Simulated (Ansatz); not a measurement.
# What NaVSe3 (model cell, started as cubic perovskite with V in the octahedra) distorts into, part 3 of 3

Wanted: the energy along a soft mode of NaVSe3 (model cell, started as cubic perovskite with V in the octahedra) and the structure at the end.

Ansatz 0.2.0; DFT PBE, scalar-relativistic, plane waves, PAW; PAW set soft_1.

So far. Step 5 (Energy along the mode, all amplitudes (two of the runs …): The lowest of the steps tried is at 0.45 Å, 32.0 meV/atom below the parent; the bottom of the well need not coincide with a step. Step 7 (The new phase in its own primitive cell): The largest force component left is 0.56 meV/Å and the pressure is -0.002 GPa, within the tolerances set. The cell now holds 30.62 Å³/atom. The relaxed cell has a, b, c = 4.029, 7.180, 10.583 Å (conventional setting).

The structure was built from a prototype and need not be the compound's stable phase.

**8. Modes of the new phase, k-mesh 8×6×6, occupations fixed**

A relaxed structure may still be a saddle point, so its zone-centre modes are computed. The response to a homogeneous field gives the Born charges and the dielectric tensor.

input.yaml

```yaml
crystal:
  lattice:
    - [4.0290018557, 0.0, 0.0]
    - [0.0, 3.5898875964, 5.2917427355]
    - [0.0, -3.5898875964, 5.2917427355]
  atoms:
    - { symbol: Na, position: [0.0, 0.8906887772, 0.8906887772] }
    - { symbol: V, position: [0.5, 0.6273280341, 0.6273280341] }
    - { symbol: Se, position: [0.5, 0.4973623806, 0.001638584] }
    - { symbol: Se, position: [0.5, 0.001638584, 0.4973623806] }
    - { symbol: Se, position: [0.0, 0.5054219042, 0.5054219042] }
kpoints:
  mp_grid: { grid: [8, 6, 6] }
hamiltonian:
  xc: pbe
  pseudopotentials: { kind: paw, azcp: { folder: soft_1 } }
scf:
  occupations: { method: fixed }
output:
  eigenvalues: true
phonons:
  method: dfpt
  dielectric: true
  rigid_motions: translations
```

Run with:

```
$ ansatz run input.yaml --threads 4 --pin off --max-ram 16384MiB --backend cpu --events-out ev --progress --plain --runs-dir out
```

Numbers of over 12 decimals in the logs are rounded to 6 here.

Output:

```text
[...]
Crystal: 5 atoms, lattice volume = 153.076 Å³
Basis set: ecut = 420 eV, 2983 PW (Γ), exchange–correlation on 54×90×90 points (8 copies of the dense FFT grid, shifted against one another)
Bands: 42, of which v1, the nominal top of the filled ones, is band 35 counted from 1 (34 counted from 0)
Symmetry: 4 space group operations
k-points: 148 of 288 (irreducible under 1 space group operation, time reversal used)
[...]
SCF iter   1: F=—  HF=-20818.554964 eV  |F-HF|=—  |Δ(HF+E_count)|=         —  Δρ=2.28e-1  dr2=1.53e2  ethr=3.10e-3  ⟨swp⟩=4.0  Hψ=18802  notcnv=0  defer=573
[...]
SCF iter  18: F=-20809.133109 eV  HF=-20809.133109 eV  |F-HF|=1.38e-10  |Δ(HF+E_count)|=  6.40e-10  Δρ=1.74e-7  dr2=6.82e-11  ethr=1.00e-12  ⟨swp⟩=13.7  Hψ=36850  notcnv=0
SCF 1 converged in 18 iterations: F = -20809.133109 eV  dr2 = 6.82e-11
[...]
NSCF: frozen V_eff on 2 k-points
DFPT response loops at Γ: preconditioner auto → none (the input reference at scf.mixing.eps_inf says where Resta's filter doesn't serve); β = 0.50; Broyden in place of MSR1
── the response to a field inside a basis, on 10×8×8 k-points: an SCF that follows is theirs, and a resumed run solves both again ──
Bands: 36, of which v1, the nominal top of the filled ones, is band 35 counted from 1 (34 counted from 0)
k-points: 100 of 640 (time reversal used)
[...]
Eigensolver: Dense (100 Hₖ)
SCF iter   1: F=—  HF=-20809.109411 eV  |F-HF|=—  |Δ(HF+E_count)|=         —  Δρ=1.20e-4  dr2=7.99e-6  ethr=1.00e-1
[...]
SCF iter   6: F=-20809.109427 eV  HF=-20809.109427 eV  |F-HF|=3.14e-8  |Δ(HF+E_count)|=   2.92e-8  Δρ=3.81e-6  dr2=4.45e-8  ethr=1.71e-10
SCF 1 converged in 6 iterations: F = -20809.109427 eV  dr2 = 4.45e-8
[...]
SCF converged after 18 iterations
Free energy (F): -20809.133109 eV
[...]
Internal energy: -20809.133109 eV  (E = F + TS)
E sigma→0 (E₀):  -20809.133109 eV
Fermi energy:    4.089161 eV
[...]
--- Band table (eV; the first three rows and the last of 148) ---
  k-point 0: bands = [... 31 lower, 2.3143, 2.9766, 3.0909, 4.0892, 4.9326, 5.5267, 6.3870, 6.7953, ... 3 higher]
  k-point 1: bands = [... 31 lower, 2.2734, 2.9303, 3.1677, 3.8526, 5.0144, 5.4996, 6.4686, 6.8016, ... 3 higher]
  k-point 2: bands = [... 31 lower, 2.1627, 2.8858, 3.2761, 3.4371, 5.1091, 5.4398, 6.2307, 6.8116, ... 3 higher]
  k-point 147: bands = [... 31 lower, 2.2193, 2.9521, 3.5615, 3.7010, 4.4698, 5.1010, 5.2666, 6.2833, ... 3 higher]
--- Phonons (Γ-DFPT): 12 representative perturbations + reference, on 148 of 288 k-points (Σ response iterations 42) ---
  k mesh reduced under 1 symmetry operation, with k and −k counted as one. Each operation leaves every solved perturbation unchanged. A smaller set is not considered because the run solves the response to a homogeneous field
  ASR residual: 3.514e-4 → 0.000e0 eV/Å²; symmetrization residual: 1.675e-5 eV/Å²
  ASR residual per site (eV/Å²): 3.51e-4 2.43e-5 5.57e-5 5.57e-5 1.94e-5
[...]
ε∞ (high-frequency dielectric tensor):
        9.088964     0.000000     0.000000
        0.000000     8.914555     0.000000
        0.000000     0.000000     6.223568
  softest optical mode at Γ: -41.77 cm⁻¹; the repairs (sum rule, projections) moved no ω² at Γ by more than (2.67 cm⁻¹)²
  Born effective charges Z* (e; rows j = field, columns β = displacement):
    site 0:
         1.25402   -0.00000   -0.00000
        -0.00000    0.78187    0.00000
         0.00000    0.00000    1.30110
    site 1:
         4.55047    0.00000    0.00000
         0.00000    3.43232    0.00000
         0.00000    0.00000    1.51946
    site 2:
        -0.45008   -0.00000   -0.00000
        -0.00000   -1.87196    1.26930
        -0.00000    0.65940   -0.89938
    site 3:
        -0.45008   -0.00000   -0.00000
        -0.00000   -1.87196   -1.26930
        -0.00000   -0.65940   -0.89938
    site 4:
        -4.90432    0.00000    0.00000
        -0.00000   -0.47027   -0.00000
        -0.00000   -0.00000   -1.02181
  Z* charge neutrality: 2.692e-3 e pre-enforcement
  solved inside a basis spanned on kpoints, on 10×8×8 k-points, its susceptibility summed on 12×8×8: ε∞ is read to err by 3.7e-2, Z* by 2.2e-2 e (field_mesh: kpoints solves on kpoints); Z* is corrected for what the basis lacks
  optical modes at Γ without the LO–TO term, one row a degenerate level:
      ω (cm⁻¹)  modes    IR ((D/Å)²/amu)
        -41.77      1             0.1745
         69.63      1             0.0000
         75.76      1             0.2185
         98.33      1             0.8542
        101.22      1             0.0117
        103.57      1             1.6630
        115.21      1             1.3456
        128.76      1             0.3495
        194.53      1             0.0068
        286.91      1            15.9011
        374.24      1             1.7570
        386.79      1             8.5976
  optical modes at Γ + LO–TO along q̂ = [1.0000, 0.0000, 0.0000]:
      ω (cm⁻¹)  modes    IR ((D/Å)²/amu)
        -41.77      1             0.1745
         69.63      1             0.0000
         75.76      1             0.2185
        101.22      1             0.0117
        101.55      1             0.1917
        103.57      1             1.6630
        122.93      1             0.9884
        128.76      1             0.3495
        194.53      1             0.0068
        328.00      1            16.9209
[...]
optical modes at Γ + LO–TO along q̂ = [0.0000, 1.0000, 0.0000]:
      ω (cm⁻¹)  modes    IR ((D/Å)²/amu)
[...]
optical modes at Γ + LO–TO along q̂ = [0.0000, 0.0000, 1.0000]:
      ω (cm⁻¹)  modes    IR ((D/Å)²/amu)
        -41.77      1             0.1745
         69.63      1             0.0000
         75.76      1             0.2185
         98.33      1             0.8542
        101.22      1             0.0117
        115.21      1             1.3456
        116.63      1             0.8292
        134.41      1             1.0564
        194.58      1             0.0090
        286.91      1            15.9011
        379.65      1             1.8815
        386.79      1             8.5976
```

Run time: 11 min. Hardware: 4 threads of Arm Neoverse V1, shared host; peak memory 4 GiB; 42 min of CPU time.

This step gave:

```yaml
sum_rule_residual_before_enforcement: 3.51e-4 eV/Å²
miss_of_the_charge_sum_rule: 0.002692 e
estimated_error_of_the_dielectric_tensor: 0.03685
estimated_error_of_the_born_charges: 0.02183 e
point_group: mm2
highest_optical_mode_at_the_zone_centre_no_lo_to_term: 386.8 cm⁻¹
lowest_optical_zone_centre_mode: -41.77 cm⁻¹
mean_high_frequency_dielectric_constant: 8.076
largest_born_charge_third_of_the_trace: 3.167 e
top_of_the_zone_centre_spectrum_with_the_field: 403.9 cm⁻¹
```

Patterns of degenerate modes are one choice out of their space. Modes at Γ, with each element's share of the kinetic energy (negative means imaginary):

```csv
mode,frequency (cm⁻¹),symmetry,Na %,V %,Se %
1,-41.8,B2,17,1,82
2,0.0,acoustic,7,16,76
3,0.0,acoustic,7,16,76
4,0.0,acoustic,7,16,76
5,69.6,A2,0,0,100
6,75.8,B2,74,4,23
7,98.3,B1,17,14,69
8,101.2,B2,2,11,87
9,103.6,A1,72,2,26
10,115.2,B1,76,1,24
11,128.8,A1,20,2,78
12,194.5,A1,0,11,88
13,286.9,B1,0,69,31
14,374.2,A1,0,68,32
15,386.8,B2,0,68,32
```

Displacements in mode 1 (-41.8 cm⁻¹), the largest set to 1:
```
Na1  0.00 -1.00  0.00
V2   0.00  0.20  0.00
Se3  0.00 -0.27 -0.63
Se4  0.00 -0.27  0.63
Se5  0.00  0.70  0.00
```

Displacements in mode 6 (75.8 cm⁻¹), the largest set to 1:
```
Na1  0.00  1.00  0.00
V2   0.00 -0.15  0.00
Se3  0.00 -0.16 -0.11
Se4  0.00 -0.16  0.11
Se5  0.00  0.12  0.00
```

Optical modes at the zone centre, without and with the macroscopic field of the longitudinal modes; each column is sorted by frequency, so a row need not hold one and the same mode. Modes with and without the field, by row:

```csv
rank among optical modes,no field (cm⁻¹),"q along (1, 0, 0) (cm⁻¹)","q along (0, 1, 0) (cm⁻¹)","q along (0, 0, 1) (cm⁻¹)"
1,-41.8,-41.8,-38.8,-41.8
2,69.6,69.6,69.6,69.6
3,75.8,75.8,77.8,75.8
4,98.3,101.2,98.3,98.3
5,101.2,101.5,101.3,101.2
6,103.6,103.6,103.6,115.2
7,115.2,122.9,115.2,116.6
8,128.8,128.8,128.8,134.4
9,194.5,194.5,194.5,194.6
10,286.9,328,286.9,286.9
11,374.2,374.2,374.2,379.6
12,386.8,386.8,403.9,386.8
```

Born charge (rows field, columns displacement) (e), principal values of the symmetric part by kind of site:

```csv
atom,atoms with these values,low,middle,high,mean
Na1,1,0.78,1.25,1.30,1.11
V2,1,1.52,3.43,4.55,3.17
Se3,2,-2.47,-0.45,-0.31,-1.07
Se5,1,-4.90,-1.02,-0.47,-2.13
```

In full for Se5:

```
-4.90  0.00  0.00
 0.00 -0.47  0.00
 0.00  0.00 -1.02
```

High-frequency dielectric tensor:

```
9.09 0.00 0.00
0.00 8.91 0.00
0.00 0.00 6.22
```

Transverse modes; imaginary modes are left out. Lines of the infrared spectrum (strongest = 100):

```csv
position (cm⁻¹),label,relative intensity
70,A2,0.0
76,B2,1.4
98,B1,5.4
101,B2,0.1
104,A1,10
115,B1,8.5
129,A1,2.2
194,A1,0.0
287,B1,100
374,A1,11
387,B2,54
```

Before it was imposed, the acoustic sum rule was missed by 3.5e-4 eV/Å² and the charge sum rule by 0.0027 e. Small misses are needed for a sound result but don't prove that mesh and cutoff are converged. The lowest optical mode is imaginary, 41.8i cm⁻¹, so the energy falls along it.

**9. Summary of results**

| Quantity | Value |
| --- | --- |
| unstable mode of the parent | q = (0, 0, 0), 133i cm⁻¹ |
| depth at the lowest point sampled | 32.0 meV/atom |
| largest atomic shift at that point | 0.45 Å |
| space group reached (within 0.01 Å) | Amm2 |
| energy gained over the parent (first relaxation, on the mesh of the frozen mode) | 132 meV/atom |
| volume per atom, phase reached | 30.6 Å³ |
| gap on the k-mesh, phase reached | 0.299 eV |
| lowest optical zone-centre mode, phase reached | -41.8 cm⁻¹ |
| highest optical mode at the zone centre (no LO-TO term), phase reached | 387 cm⁻¹ |

Along this mode the structure falls into Amm2, 132 meV/atom below the parent. At the parent's cell the well is 32.01 meV/atom deep on the steps tried, with its lowest point at a shift of 0.45 Å. Relaxing atoms and cell changes the gain by +100.31 meV/atom against the lowest step (energies at zero smearing). Most of the total comes from this relaxation. The new phase still has an imaginary mode at the zone centre of its cell, so it is a saddle point on the way to a lower structure. Of the 5 patterns followed to their end from this parent, this one reaches the lowest energy. Each path keeps the symmetry of its pattern, so a lower phase may lie along a pattern not tried. With no gap, or one that is small against the smearing, the frequencies hang on the k mesh and the smearing, most of all near Kohn anomalies. The phonon runs are without spin polarisation, although V often carries a moment. A phonon run warned that its eigensolver left some bands unconverged in a pass. The starting cell was built on a prototype and not taken from a measurement, so the phase need not exist.

[Logs are printed without paths, hosts, clocks, repeated set-up lines and the standing remarks that a program may print on its own settings, such as how far it seeks lower states.]

[Hosts, paths, dates, database ids (printed as entryN), source tags and the programs' standing remarks are cut or masked in the printed files.]
